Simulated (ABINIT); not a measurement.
Computed results, one entry a study.

## CdTe (F-43m): G0W0 with ABINIT, start to end

It takes space group F-43m (No. 216, cubic). Conventional cell: a = 6.480 Å, b = 6.480 Å, c = 6.480 Å, α = 90.00°, β = 90.00°, γ = 90.00°. Nearest to Cd lie 4 Te at 2.81 Å. Nearest to Te lie 4 Cd at 2.81 Å. Farther neighbours, and contacts between anions beyond the nearest, are not listed.

```yaml
method: RPA screening on PBE, plane waves, norm-conserving pseudopotentials (and 2 further levels or steps)
program: ABINIT 10.8.3
settings: cutoff 47 Ha, PseudoDojo scalar-relativistic 0.4.1 standard, norm-conserving, ngkpt (4, 4, 4), nband 97, ecuteps 4 Ha, inclvkb 2, shiftk (0, 0, 0), symchi 1, awtr 1, frequency ppm, 4×4×4 k-mesh
cost: 5 runs, 2.1 min in all on 8 MPI ranks of Arm Neoverse V1, shared host
notes: The cell and positions come from the Crystallography Open Database and are kept as given unless a step says otherwise. Limits: mesh may overstate the screening; no spin-orbit coupling. The 4×4×4 mesh is coarse for this cell, which bears on the long-range parts of exchange and screening. The norm-conserving file of at least one element keeps a d shell over frozen s and p shells of the same row. Exchange with those shells is missing from the self-energy, an error of 0.3 to 0.9 eV in cases checked, whose sign depends on which edge lies on those atoms. The RPA ε∞ on this mesh reaches over 25; with a narrow direct gap a coarse mesh can overstate it, and the correction is then too small.
pbe_gap: 0.77 eV, direct
g0w0_gap_on_the_mesh: 1.87 eV
gw_settings: 4×4×4 mesh, 97 bands, screening to 108.8 eV, Godby-Needs plasmon pole
known_limits: short of the basis limit; exchange with frozen shells missing; mesh may overstate the screening; no spin-orbit coupling; coarse k mesh
```

G0W0 moves the gap on the mesh from 0.77 eV to 1.87 eV (+1.10 eV), with Z of 0.80 and 0.81 at the edges. Local fields lower the RPA ε∞ on this mesh from 29.81 to 28.42.

[Long decimals in the printed logs are rounded to 6 places.]

[Logs are printed without paths, hosts, clocks, repeated set-up lines and the standing remarks that a program may print on its own settings, such as how far it seeks lower states.]

[Paths, hosts, dates, memory and timing lines, banners, echoed tables and standing remarks are left out of the program output; an Ansatz launch command may be rebuilt from the run's recorded settings. Measured values are a selection of at most five: reports struck by readers or far from the other reports are left out. None is set beside runs whose start may be inverted or whose files or cutoffs have a known fault.]

[Runs of the session that timed out or met a known fault of the program may be left out.]

[Hosts, paths, dates, database ids (printed as entryN), source tags and the programs' standing remarks are cut or masked in the printed files.]

[G0W0 gaps are taken among the corrected bands and points alone; a level outside them can change the order at an edge.]

[Where Ansatz stands beside ABINIT at settings called matched, ABINIT's density can come from a denser mesh and the files from another edition; pairs whose starting gaps differed by over 0.03 eV were left out, so agreement reads better than it is.]
